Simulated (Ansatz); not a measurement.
**A hypothetical structure for AgS3Br**

This structure for AgS3Br is made up. Its elements were placed in a known structure type with a cell scaled to their sizes. What cell does the guess relax to, and how far off was it?

Calculated with Ansatz 0.2.0; DFT, r2SCAN, plane-wave PAW, files of the set soft_1, scalar-relativistic, no spin, cell and ions relaxed at zero pressure; PAW set soft_1, in the first sound run; inputs show where later runs differ.

## (1) The structure

The structure is orthorhombic, space group Cmmm (No. 65). The conventional cell has a = 6.331 Å, b = 7.019 Å, c = 4.415 Å, α = 90.00°, β = 90.00°, γ = 90.00°. Ag has 6 S at 2.21 to 2.36 Å nearest. Nearest to Br lie 10 S at 3.17 to 3.23 Å. Nearest to S lie 2 Ag at 2.36 Å. Nearest to S lie 2 Ag at 2.21 Å. Farther neighbours and most contacts between anions are not listed.

## (2) Relaxing cell and atoms

The guessed cell has no reason to be at equilibrium. It is relaxed with the atoms, within the space group of the guess.

Input file input.yaml:

```yaml
crystal:
  lattice:
    - [3.1655, -3.5095, 0.0]
    - [3.1655, 3.5095, 0.0]
    - [0.0, 0.0, 4.415]
  atoms:
    - { symbol: Ag, position: [0.0, 0.0, 0.0] }
    - { symbol: Br, position: [0.5, 0.5, 0.5] }
    - { symbol: S, position: [0.5, 0.0, 0.0] }
    - { symbol: S, position: [0.0, 0.5, 0.0] }
    - { symbol: S, position: [0.0, 0.0, 0.5] }
kpoints:
  mp_grid: { grid: [6, 6, 6] }
scf:
  occupations: { method: fermi_dirac, width: 0.05 }
hamiltonian:
  xc: r2scan
  pseudopotentials: { kind: paw, azcp: { folder: soft_1 } }
relax:
  f_tol: 0.015
  max_steps: 70
  cell: {}
output:
  forces: true
  stress: true
```

The run is started by

```sh
$ ansatz run input.yaml --threads 4 --pin off --max-ram 8192MiB --backend cpu --events-out ev --progress --plain --runs-dir out
```

Numbers of over 12 decimals in the logs are rounded to 6 here.

The program printed:

```text
Engine: ansatz 0.2.0, aarch64-unknown-linux-gnu
Pseudopotentials: kind: paw
Pseudopotential: Ag, paw, valence charge 19, recommended cutoff 500 eV (meta_gga), soft_1/Ag.paw.azcp
Pseudopotential: Br, paw, valence charge 7, recommended cutoff 500 eV (meta_gga), soft_1/Br.paw.azcp
Pseudopotential: S, paw, valence charge 6, recommended cutoff 500 eV (meta_gga), soft_1/S.paw.azcp
Functional definition: r2SCAN
  parameter k0 = 0.174
  parameter k1 = 0.065
  parameter a1 = 4.9479
  exchange = r2scan_x(k0 = k0, k1 = k1, a1 = a1)
  correlation = r2scan_c
Crystal: 5 atoms, lattice volume = 98.095 Å³
Basis set: ecut = 500 eV, 2495 PW (Γ), exchange–correlation on 144×144×144 points (64 copies of the dense FFT grid, shifted against one another)
Bands: 27, of which v1, the nominal top of the filled ones, is band 22 counted from 1 (21 counted from 0)
Symmetry: 8 space group operations
Space group: Cmmm (ITA 65), of the structure as read, at distance tolerance 4.6e-5 Å
k-points: 52 of 216
Non-local potential: Ag, projectors of the file, l = 0: 3, l = 1: 2, l = 2: 2, l = 3: 1
Non-local potential: Br, projectors of the file, l = 0: 2, l = 1: 2, l = 2: 2
Non-local potential: S, projectors of the file, l = 0: 2, l = 1: 2, l = 2: 1
PAW form: soft (Blöchl's): semilocal exchange-correlation on the pseudo side does not see the compensation charge
PAW frozen core: Ag, regenerated for the run's functional (the file was generated under x = pbe(κ = 0.804, μ = 0.219515), c = pbe(β = 0.066725))
PAW frozen core: Br, regenerated for the run's functional (the file was generated under x = pbe(κ = 0.804, μ = 0.219515), c = pbe(β = 0.066725))
PAW frozen core: S, regenerated for the run's functional (the file was generated under x = pbe(κ = 0.804, μ = 0.219515), c = pbe(β = 0.066725))
PAW one-centre angular grid: Ag, 590 points (default); XC on 160 Gauss nodes
PAW one-centre angular grid: Br, 302 points (default); XC on 160 Gauss nodes
PAW one-centre angular grid: S, 302 points (default); XC on 160 Gauss nodes
Initial density: superposition of atomic densities (chi_scale 0.1, normalization cell, long waves kept (reshape's long-wave potential 0.01 eV rms))
Initial wavefunctions: pseudopotential atomic-orbital guess
Functional: x = r2scan, c = r2scan; τ floored in thin density (d = 2e-4 eV/Å³)
SCF iter   1: F=—  HF=-13110.051003 eV  |F-HF|=—  |Δ(HF+E_count)|=         —  Δρ=6.29e-2  dr2=1.19e1  dr2_τ=2.71e-1  ethr=3.10e-3  ⟨swp⟩=8.6  Hψ=7666  notcnv=0
preconditioner: auto → Kerker (q_TF=auto, 2.387 Å⁻¹)  [metal: Δε(μ)=0.006 eV  Ē_g=9.684 eV  σ=0.050 eV  W_gap=0.03  n_scr=22 (ndim 8)  ℏωp=22.5 eV  f_vac=0.000  D(μ)=4.18/eV (n_scr^D=30)]
SCF iter   2: F=—  HF=-13108.699463 eV  |F-HF|=—  |Δ(HF+E_count)|=    1.35e0  Δρ=1.65e-2  dr2=1.75e-1  dr2_τ=2.37e-1  ethr=3.10e-3  ⟨swp⟩=3.1  Hψ=3115  notcnv=0
SCF iter   3: F=—  HF=-13108.717281 eV  |F-HF|=—  |Δ(HF+E_count)|=   1.78e-2  Δρ=8.64e-3  dr2=5.48e-2  dr2_τ=5.88e-3  ethr=3.99e-4  ⟨swp⟩=3.2  Hψ=2861  notcnv=0
SCF iter   4: F=—  HF=-13108.726218 eV  |F-HF|=—  |Δ(HF+E_count)|=   8.94e-3  Δρ=4.38e-3  dr2=4.10e-2  dr2_τ=2.34e-3  ethr=1.24e-4  ⟨swp⟩=3.9  Hψ=2844  notcnv=0
SCF iter   5: F=—  HF=-13108.722088 eV  |F-HF|=—  |Δ(HF+E_count)|=   4.13e-3  Δρ=1.33e-3  dr2=4.22e-3  dr2_τ=1.29e-4  ethr=9.31e-5  ⟨swp⟩=1.0  Hψ=1444  notcnv=0
SCF iter   6: F=—  HF=-13108.721904 eV  |F-HF|=—  |Δ(HF+E_count)|=   1.84e-4  Δρ=5.50e-4  dr2=4.41e-4  dr2_τ=1.49e-5  ethr=9.59e-6  ⟨swp⟩=1.8  Hψ=1792  notcnv=0
SCF iter   7: F=—  HF=-13108.721993 eV  |F-HF|=—  |Δ(HF+E_count)|=   8.92e-5  Δρ=3.57e-4  dr2=1.76e-4  dr2_τ=8.10e-6  ethr=1.00e-6  ⟨swp⟩=2.5  Hψ=2369  notcnv=0
SCF iter   8: F=—  HF=-13108.721976 eV  |F-HF|=—  |Δ(HF+E_count)|=   1.77e-5  Δρ=9.54e-5  dr2=1.61e-5  dr2_τ=5.32e-7  ethr=4.00e-7  ⟨swp⟩=2.4  Hψ=2096  notcnv=0
SCF iter   9: F=—  HF=-13108.721972 eV  |F-HF|=—  |Δ(HF+E_count)|=   4.11e-6  Δρ=2.30e-5  dr2=8.38e-7  dr2_τ=1.50e-8  ethr=3.66e-8  ⟨swp⟩=1.9  Hψ=2218  notcnv=0
SCF iter  10: F=-13108.721972 eV  HF=-13108.721972 eV  |F-HF|=2.20e-8  |Δ(HF+E_count)|=   5.79e-8  Δρ=7.12e-6  dr2=6.96e-8  dr2_τ=2.49e-9  ethr=2.27e-10  ⟨swp⟩=3.5  Hψ=6386  notcnv=0
SCF 1 converged in 10 iterations: F = -13108.721972 eV  dr2 = 6.96e-8
  greatest PAW one-centre occupation: 1.004 electrons in one spin orbital (limit 2), on the Ag atom at site 0 (counted from 0), in its partial waves of l = 0
relax step   1: F+E_penalty+E_count = -13108.72197172 eV  Δ(F+E_penalty+E_count) = +0.000e0 eV  max|allowed force component| = 5.818e-29 eV/Å  Δτ_max = 0.0000 Å  P = +12.300 GPa  Ω = 98.095 Å³  (10 SCF iters, dr2 threshold 1.00e-7 eV, accepted)
Crystal: 5 atoms, lattice volume = 108.580 Å³
Basis set: ecut = 500 eV, 2779 PW (Γ), exchange–correlation on 144×144×144 points (64 copies of the dense FFT grid, shifted against one another)
Initial density: handed on by an earlier stage of this run
Initial wavefunctions: those handed on with the density
iter 1 solved again at ethr=9.05e-4 eV; its pass at ethr=3.10e-3 eV (dr2=3.98e-1 eV) is discarded
SCF iter   1: F=—  HF=-13108.883234 eV  |F-HF|=—  |Δ(HF+E_count)|=         —  Δρ=1.28e-2  dr2=4.05e-1  dr2_τ=2.72e-1  ethr=9.05e-4  ⟨swp⟩=1.0  Hψ=8444  notcnv=0
preconditioner: auto → Kerker (q_TF=auto, 2.347 Å⁻¹)  [metal: Δε(μ)=0.005 eV  Ē_g=9.017 eV  σ=0.050 eV  W_gap=0.02  n_scr=22 (ndim 8)  ℏωp=21.4 eV  f_vac=0.002  D(μ)=7.34/eV (n_scr^D=82)]
SCF iter   2: F=—  HF=-13109.256055 eV  |F-HF|=—  |Δ(HF+E_count)|=   3.73e-1  Δρ=5.45e-3  dr2=4.77e-2  dr2_τ=1.06e-2  ethr=9.05e-4  ⟨swp⟩=2.7  Hψ=2491  notcnv=0
SCF iter   3: F=—  HF=-13109.251484 eV  |F-HF|=—  |Δ(HF+E_count)|=   4.57e-3  Δρ=2.20e-3  dr2=5.55e-3  dr2_τ=4.84e-4  ethr=1.08e-4  ⟨swp⟩=1.5  Hψ=1838  notcnv=0
SCF iter   4: F=—  HF=-13109.251107 eV  |F-HF|=—  |Δ(HF+E_count)|=   3.78e-4  Δρ=1.08e-3  dr2=1.65e-3  dr2_τ=1.09e-4  ethr=1.26e-5  ⟨swp⟩=2.6  Hψ=2471  notcnv=0
SCF iter   5: F=—  HF=-13109.251125 eV  |F-HF|=—  |Δ(HF+E_count)|=   1.81e-5  Δρ=3.04e-4  dr2=2.12e-4  dr2_τ=1.21e-5  ethr=3.75e-6  ⟨swp⟩=2.5  Hψ=2314  notcnv=0
SCF iter   6: F=—  HF=-13109.251127 eV  |F-HF|=—  |Δ(HF+E_count)|=   1.82e-6  Δρ=1.56e-4  dr2=3.29e-5  dr2_τ=1.34e-6  ethr=4.81e-7  ⟨swp⟩=1.0  Hψ=1428  notcnv=0
SCF iter   7: F=—  HF=-13109.251136 eV  |F-HF|=—  |Δ(HF+E_count)|=   9.75e-6  Δρ=4.26e-5  dr2=3.69e-6  dr2_τ=2.30e-7  ethr=7.49e-8  ⟨swp⟩=2.1  Hψ=2274  notcnv=0
SCF iter   8: F=-13109.251137 eV  HF=-13109.251137 eV  |F-HF|=1.59e-7  |Δ(HF+E_count)|=   4.81e-7  Δρ=1.92e-5  dr2=4.76e-7  dr2_τ=1.55e-8  ethr=1.14e-9  ⟨swp⟩=3.4  Hψ=6027  notcnv=0
SCF 2 converged in 8 iterations: F = -13109.251137 eV  dr2 = 4.76e-7
[...]
relax step   5: F+E_penalty+E_count = -13110.27590714 eV  Δ(F+E_penalty+E_count) = -4.840e-1 eV  max|allowed force component| = 1.286e-30 eV/Å  Δτ_max = 0.0000 Å  P = -2.239 GPa  Ω = 115.320 Å³  energy of the carried Pulay correction = -3.926e-3 eV  (9 SCF iters, dr2 threshold 5.00e-7 eV, accepted)
relax step   6: F+E_penalty+E_count = -13110.92353221 eV  Δ(F+E_penalty+E_count) = -6.476e-1 eV  max|allowed force component| = 1.112e-30 eV/Å  Δτ_max = 0.0000 Å  P = -2.021 GPa  Ω = 114.227 Å³  energy of the carried Pulay correction = -3.730e-3 eV  (7 SCF iters, dr2 threshold 5.00e-7 eV, accepted)
relax step   7: F+E_penalty+E_count = -13111.55675416 eV  Δ(F+E_penalty+E_count) = -6.332e-1 eV  max|allowed force component| = 6.212e-31 eV/Å  Δτ_max = 0.0000 Å  P = -0.726 GPa  Ω = 112.495 Å³  energy of the carried Pulay correction = -3.395e-3 eV  (7 SCF iters, dr2 threshold 5.00e-7 eV, accepted)
relax step   8: F+E_penalty+E_count = -13111.88491130 eV  Δ(F+E_penalty+E_count) = -3.282e-1 eV  max|allowed force component| = 6.311e-31 eV/Å  Δτ_max = 0.0000 Å  P = +2.671 GPa  Ω = 109.769 Å³  energy of the carried Pulay correction = -2.840e-3 eV  (7 SCF iters, dr2 threshold 5.00e-7 eV, accepted)
relax step   9: F+E_penalty+E_count = -13111.97651814 eV  Δ(F+E_penalty+E_count) = -9.161e-2 eV  max|allowed force component| = 2.840e-30 eV/Å  Δτ_max = 0.0000 Å  P = +0.632 GPa  Ω = 114.085 Å³  energy of the carried Pulay correction = -3.776e-3 eV  (7 SCF iters, dr2 threshold 5.00e-7 eV, accepted)
relax step  10: F+E_penalty+E_count = -13111.96744517 eV  Δ(F+E_penalty+E_count) = +9.073e-3 eV  max|allowed force component| = 9.072e-31 eV/Å  Δτ_max = 0.0000 Å  P = +1.749 GPa  Ω = 111.615 Å³  energy of the carried Pulay correction = -3.280e-3 eV  (7 SCF iters, dr2 threshold 5.00e-7 eV, rejected (line search))
relax step  11: F+E_penalty+E_count = -13111.99008346 eV  Δ(F+E_penalty+E_count) = -1.357e-2 eV  max|allowed force component| = 5.916e-31 eV/Å  Δτ_max = 0.0000 Å  P = +0.065 GPa  Ω = 114.952 Å³  energy of the carried Pulay correction = -3.968e-3 eV  (10 SCF iters, accepted)
relax step  12: F+E_penalty+E_count = -13111.99062103 eV  Δ(F+E_penalty+E_count) = -5.376e-4 eV  max|allowed force component| = 3.957e-31 eV/Å  Δτ_max = 0.0000 Å  P = -0.004 GPa  Ω = 114.953 Å³  energy of the carried Pulay correction = -3.971e-3 eV  (5 SCF iters, dr2 threshold 1.44e-7 eV, accepted)
relax step  13: F+E_penalty+E_count = -13112.02072702 eV  Δ(F+E_penalty+E_count) = -3.011e-2 eV  max|allowed force component| = 8.086e-31 eV/Å  Δτ_max = 0.0000 Å  P = +0.286 GPa  Ω = 114.953 Å³  stress off target by 6.98e-1 GPa  SCF on the basis re-selected at this cell (its energy is not comparable with the rows above)  (8 SCF iters)
relax step  14: F+E_penalty+E_count = -13112.02293918 eV  Δ(F+E_penalty+E_count) = -2.212e-3 eV  max|allowed force component| = 3.944e-31 eV/Å  Δτ_max = 0.0000 Å  P = +0.116 GPa  Ω = 115.529 Å³  energy of the carried Pulay correction = -1.163e-4 eV  (5 SCF iters, dr2 threshold 5.00e-7 eV, accepted)
relax step  15: F+E_penalty+E_count = -13112.02305136 eV  Δ(F+E_penalty+E_count) = -1.122e-4 eV  max|allowed force component| = 9.072e-31 eV/Å  Δτ_max = 0.0000 Å  P = +0.004 GPa  Ω = 115.801 Å³  energy of the carried Pulay correction = -1.703e-4 eV  (5 SCF iters, dr2 threshold 8.43e-8 eV, accepted)
iter 1 solved again at ethr=2.94e-7 eV; its pass at ethr=3.10e-3 eV (dr2=1.29e-4 eV) is discarded
SCF iter   1: F=—  HF=-13112.023230 eV  |F-HF|=—  |Δ(HF+E_count)|=         —  Δρ=1.48e-5  dr2=5.48e-8  dr2_τ=2.56e-7  ethr=2.94e-7  ⟨swp⟩=3.8  Hψ=11567  notcnv=0
eigensolver tolerance schedule: the retry pair's looser diagonalisation over-reported the residual by 2358.05 of it (diagonalisation noise at 0.29 of the residual, at the tolerance the schedule requests for it); recorded, not acted on — ethr = c·dr2/N_el stays at c = 1.0e-1
preconditioner: auto → LDOS  [metal: Δε(μ)=0.006 eV  Ē_g=9.368 eV  σ=0.050 eV  W_gap=0.03  n_scr=20 (ndim 8)  ℏωp=20.7 eV  f_vac=0.053  D(μ)=4.28/eV (n_scr^D=26)  β→1.0]
SCF iter   2: F=—  HF=-13112.023228 eV  |F-HF|=—  |Δ(HF+E_count)|=   1.83e-6  Δρ=2.51e-6  dr2=1.02e-8  dr2_τ=2.23e-10  ethr=1.25e-10  ⟨swp⟩=3.0  Hψ=3378  notcnv=0
SCF iter   3: F=—  HF=-13112.023228 eV  |F-HF|=—  |Δ(HF+E_count)|=   1.41e-9  Δρ=1.59e-6  dr2=3.98e-9  dr2_τ=5.02e-11  ethr=2.33e-11  ⟨swp⟩=2.7  Hψ=2764  notcnv=0
SCF iter   4: F=—  HF=-13112.023228 eV  |F-HF|=—  |Δ(HF+E_count)|=  7.89e-10  Δρ=7.13e-7  dr2=7.76e-10  dr2_τ=4.93e-11  ethr=9.04e-12  ⟨swp⟩=2.5  Hψ=2151  notcnv=0
SCF iter   5: F=—  HF=-13112.023228 eV  |F-HF|=—  |Δ(HF+E_count)|=  2.91e-11  Δρ=3.00e-7  dr2=1.42e-10  dr2_τ=3.89e-12  ethr=1.76e-12  ⟨swp⟩=2.4  Hψ=2423  notcnv=0
SCF iter   6: F=-13112.023228 eV  HF=-13112.023228 eV  |F-HF|=2.00e-11  |Δ(HF+E_count)|=  2.36e-11  Δρ=1.04e-7  dr2=2.23e-11  dr2_τ=3.11e-13  ethr=1.00e-12  ⟨swp⟩=5.0  Hψ=5452  notcnv=0
SCF 16 converged in 6 iterations: F = -13112.023228 eV  dr2 = 2.23e-11
relax step  16: F+E_penalty+E_count = -13112.02322786 eV  Δ(F+E_penalty+E_count) = -1.765e-4 eV  max|allowed force component| = 8.283e-31 eV/Å  Δτ_max = 0.0000 Å  P = +0.004 GPa  Ω = 115.801 Å³  stress off target by 1.72e-2 GPa  SCF on the basis re-selected at this cell (its energy is not comparable with the rows above)  (6 SCF iters)
basis re-selected at this cell: Δ(F+E_penalty+E_count) = -1.765e-4 eV, ΔP = -0.000 GPa vs the last step (what re-selecting the basis moved, of the pressure what is left beyond the Pulay correction that the steps carried, after the strain that the cell walked since its last selection, with what the two solves' SCF thresholds leave and, on support functions, any second-order correction that the steps lacked; it is no m [...]
SCF converged after 6 iterations
Free energy (F): -13112.023228 eV
Harris-Foulkes:  -13112.023228 eV  (|F-HF|=2.00e-11)
Internal energy: -13111.988879 eV  (E = F + TS)
E sigma→0 (E₀):  -13112.006054 eV
Entropy (-TS):   -0.034349 eV (-6.870 meV/atom)
Fermi energy:    5.494871 eV
--- Per-component energies (eV) ---
  E_band       = -490.068392
  E_kinetic    = 907.014092
  E_local      = -4425.791229  (includes V_loc(G=0)·N_el)
  E_nonlocal   = 188.945777
  E_hartree    = 1980.111934
  E_xc         = -580.606970
  E_vxc        = -601.605722  (∫ρ·V_xc dr)
  E_paw        = -8164.594904  (= ΣΔE_a)
  E_vpaw       = -553.959533  (= ΣTr[D̂ρ^β])
  E_aug_tail   = 0.000153  (compensation charges beyond the density's cutoff)
  E_vtau       = 35.103991  (kinetic-family band-sum trace: ∫τ·v_τ [+ j·A + Jᵃ·Aᵃ] dr)
  E_ewald      = -3016.070932
  E_core_change = -0.996799  (= ΣΔE_core)
  E_smearing   = -0.034349  (= −TS)
  E_closure    = 0.000000  (closes the sum)
  Σ components = -13112.023228   (vs F -13112.023228, Δ=0.00e0)
--- Forces (eV/Å), atoms counted from 1 ---
  atom   1  Ag    -0.00000000     0.00000000     0.00000000
  atom   2  Br     0.00000000     0.00000000     0.00000000
  atom   3  S      0.00000000     0.00000000     0.00000000
  atom   4  S      0.00000000     0.00000000     0.00000000
  atom   5  S     -0.00000000     0.00000000     0.00000000
  max |Σ_I F_I| component: 1.28e-30 eV/Å
--- Stress (GPa, compression-positive) ---
       -0.004664       0.000000       0.000000
        0.000000       0.017195      -0.000000
        0.000000      -0.000000      -0.001598
  P = ⅓ Tr σ = 0.0036 GPa (0.036 kbar)
--- Relaxed structure (14 steps of the walk, 13 accepted, 2 SCFs on fresh bases) ---
  F+E_penalty+E_count = -13112.02322786 eV   max|allowed force component| = 8.283e-31 eV/Å   (the final SCF, on the basis selected at the relaxed cell)
  cell:  # Å, volume = 115.8013 Å³
    - [2.393221, -4.588252, 0]
    - [2.393221, 4.588252, 0]
    - [0, 0, 5.272945]
  atoms:
    - { symbol: Ag, position: [0, 0, 0] }
    - { symbol: Br, position: [0.5, 0.5, 0.5] }
    - { symbol: S, position: [0.5, 0, 0] }
    - { symbol: S, position: [0, 0.5, 0] }
    - { symbol: S, position: [0, 0, 0.5] }
```

The job ended after 89 s (4 threads of Arm Neoverse V1, shared host; peak memory 0.79 GiB).

The steps of the relaxation:

| step | energy less that of the first step (eV) | largest force component (eV/Å) | pressure (GPa) | volume (Å³) |
| --- | --- | --- | --- | --- |
| 1 | 0.0000 | 0.0000 | 12.30 | 98.10 |
| 2 | -0.5292 | 0.0000 | 2.73 | 108.58 |
| 3 | -0.6782 | 0.0000 | 0.31 | 112.25 |
| 4 | -1.0699 | 0.0000 | -1.73 | 115.18 |
| 5 | -1.5539 | 0.0000 | -2.24 | 115.32 |
| 6 | -2.2016 | 0.0000 | -2.02 | 114.23 |
| 7 | -2.8348 | 0.0000 | -0.73 | 112.49 |
| 8 | -3.1629 | 0.0000 | 2.67 | 109.77 |
| 9 | -3.2545 | 0.0000 | 0.63 | 114.09 |
| 10 | -3.2455 | 0.0000 | 1.75 | 111.62 |
| 11 | -3.2681 | 0.0000 | 0.07 | 114.95 |
| 12 | -3.2686 | 0.0000 | 0.00 | 114.95 |
| 13* | -3.2988 | 0.0000 | 0.29 | 114.95 |
| 14 | -3.3010 | 0.0000 | 0.12 | 115.53 |
| 15 | -3.3011 | 0.0000 | 0.00 | 115.80 |
| 16* | -3.3013 | 0.0000 | 0.00 | 115.80 |

Relaxation steps marked * repeat the geometry before them on a plane-wave basis chosen anew for their cell, so energy and pressure can jump there. Relaxation step 10 was tried and not accepted.

The run keeps the 8 symmetry operations that it works with, so distortions that break them were not tested.

| cell as run | before | after | change |
| --- | --- | --- | --- |
| a (Å) | 4.726 | 5.175 | +9.5 % |
| b (Å) | 4.726 | 5.175 | +9.5 % |
| c (Å) | 4.415 | 5.273 | +19.4 % |
| γ (°) | 95.90 | 124.91 | +30.2 % |
| volume (Å³/atom) | 19.62 | 23.16 | +18.0 % |

Final coordinates:

```xyz
5
Lattice="2.3932 -4.5883 0.0000 2.3932 4.5883 0.0000 0.0000 0.0000 5.2729" Properties=species:S:1:pos:R:3 pbc="T T T"
Ag    0.0000    0.0000    0.0000
Br    2.3932    0.0000    2.6365
S     1.1966   -2.2941    0.0000
S     1.1966    2.2941    0.0000
S     0.0000    0.0000    2.6365
```

Numbers from this step:

| Property | Result |
| --- | --- |
| free energy | -13112.0232 eV |
| energy at zero smearing | -13112.0061 eV |
| smearing term TS | 0.03435 eV |
| Fermi energy | 5.495 eV |
| electrons | 44 |
| symmetry operations | 8 |
| pressure | 0.003644 GPa |

The shortest distance of each pair, which need not be the same contact before and after:

| pair | guess (Å) | relaxed (Å) |
| --- | --- | --- |
| Br–S | 3.166 | 2.393 |
| S–S | 3.166 | 2.393 |
| Ag–S | 2.208 | 2.587 |
| Ag–Br | 3.859 | 3.561 |
| Ag–Ag | 4.415 | 4.786 |

The relaxation ends with a pressure of 0.00 GPa.

(Continued in part 2 of 2.)

[Logs are printed without paths, hosts, clocks, repeated set-up lines and the standing remarks that a program may print on its own settings, such as how far it seeks lower states.]

[Hosts, paths, dates, database ids (printed as entryN), source tags and the programs' standing remarks are cut or masked in the printed files.]
